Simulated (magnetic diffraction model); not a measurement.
## NdBe2V2: what an assumed order does to the neutron pattern

Space group Fmmm (no. 69), a = 5.3960 Å, b = 5.4850 Å, c = 9.8800 Å.

| site | atom | x | y | z |
| --- | --- | --- | --- | --- |
| 4a | Nd | 0 | 0 | 0 |
| 8f | V | 3/4 | 3/4 | 1/4 |
| 8i | Be | 0 | 0 | 0.3865 |

This is a made-up structure (elements placed in a structure type, unrelaxed), so the numbers test the method and describe no known phase.

Only Nd is taken to order (form factors of Nd3+); orders and moment sizes are assumed, and not adapted to the symmetry. Radiation: neutrons of λ = 1.909 Å, 3° to 70°; isotropic B of 0.29 Å² (Nd), 0.32 Å² (V) and 0.49 Å² (Be). The intensities are simulated: I ∝ L Σ (|F_N|² + |F_M⊥|²) for unpolarised neutrons, with F_M = 2.695 fm/μB × Σ f(s) S exp(2πi Q·r) exp(−B s²) at Q = H ± k (one set where k and −k are equivalent), only the part normal to Q counting and L = 1/(sin²θ cos θ). For collinear order S is the moment m, which repeats by lattice and centring translations R with the sign exp(−2πi k·R). Form factors are spin-only for 3d ions and dipole or tabulated for f ions, scattering lengths are Sears's of 1992, and absorption is left out. A label names one of the reflections at its angle. The strongest nuclear line in the range is 100, and lines under 0.2 are left out.

Assume the order k = (0 0 0), collinear moments along [101], 1.45 μB on Nd.

Q: Where does magnetic intensity appear, and how strong is it?

```
2θ (°)    index  nuclear  magnetic
 22.28  (0 0 2)     41.7       1.2
 30.89  (1 1 1)     12.7       8.6
 40.73  (0 2 0)     66.4       1.5
 41.44  (2 0 0)     64.4       1.1
 44.86  (1 1 3)    100.0       2.5
 45.47  (0 0 4)      5.9       0.3
 46.92  (0 2 2)     15.1       1.8
 47.55  (2 0 2)     14.7       1.4
 59.51  (2 2 0)     60.0       1.1
 62.67  (0 2 4)      4.4       0.7
 63.19  (2 0 4)      4.3       0.5
 64.36  (2 2 2)     24.3       1.8
 65.78  (1 1 5)     97.1       0.8
 68.06  (1 3 1)      3.0       1.9
 69.05  (3 1 1)      2.9       1.5
```

The strongest magnetic line in the range is (1 1 1) at 30.89° (8.6). On top of the Lorentz factor, which all lines share, magnetic lines fade with angle because f falls: for Nd3+ it is 0.98, 0.90, 0.79 and 0.54 at sin θ/λ = 0.1, 0.2, 0.3 and 0.5 Å⁻¹, while nuclear lengths stay constant. The net moment is 1.45 μB a primitive cell.

[Logs are printed without paths, hosts, clocks, repeated set-up lines and the standing remarks that a program may print on its own settings, such as how far it seeks lower states.]
